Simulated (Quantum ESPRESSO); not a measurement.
# Gap and tunnelling decay at a withheld lattice constant: NaCaF3, cubic perovskite type

How the rows were computed: Quantum ESPRESSO 7.5 (pw.x, pwcond.x with ikind = 0), PBE, GBRV ultrasoft, cubic crystals. κ is the slowest decay along [001] at mid-gap among three points across the current.

| a (Å) | gap on the mesh (eV) | κ (1/Å) |
| --- | --- | --- |
| 4.133 | 5.574 | 0.441 |
| 4.265 | 5.345 | 0.447 |
| 4.529 | 4.810 | 0.454 |
| 4.661 | 4.575 | 0.454 |

To predict: What are gap and κ at a = 4.397 Å?

**Fit.** A line through the rows at 4.265 and 4.529 Å gives a gap of 5.345 + 0.500 × (4.810 − 5.345) = 5.08 eV and κ = 0.451 1/Å. The two-band model κ = 0.5123 √(m* E_g/4) needs m* = 0.570 at 4.265 Å; with that mass and the new gap, κ = 0.436 1/Å.

**Check.** The gap is 5.066 eV and κ = 0.451 1/Å. The line misses the gap by +0.011 eV and κ by −0.1 %; the two-band estimate misses κ by −3.4 %.

Caveats: The structure type is imposed. Local and semilocal gaps and decay constants are too small; no spin-orbit coupling. For an indirect gap m* is a fitting number alone.
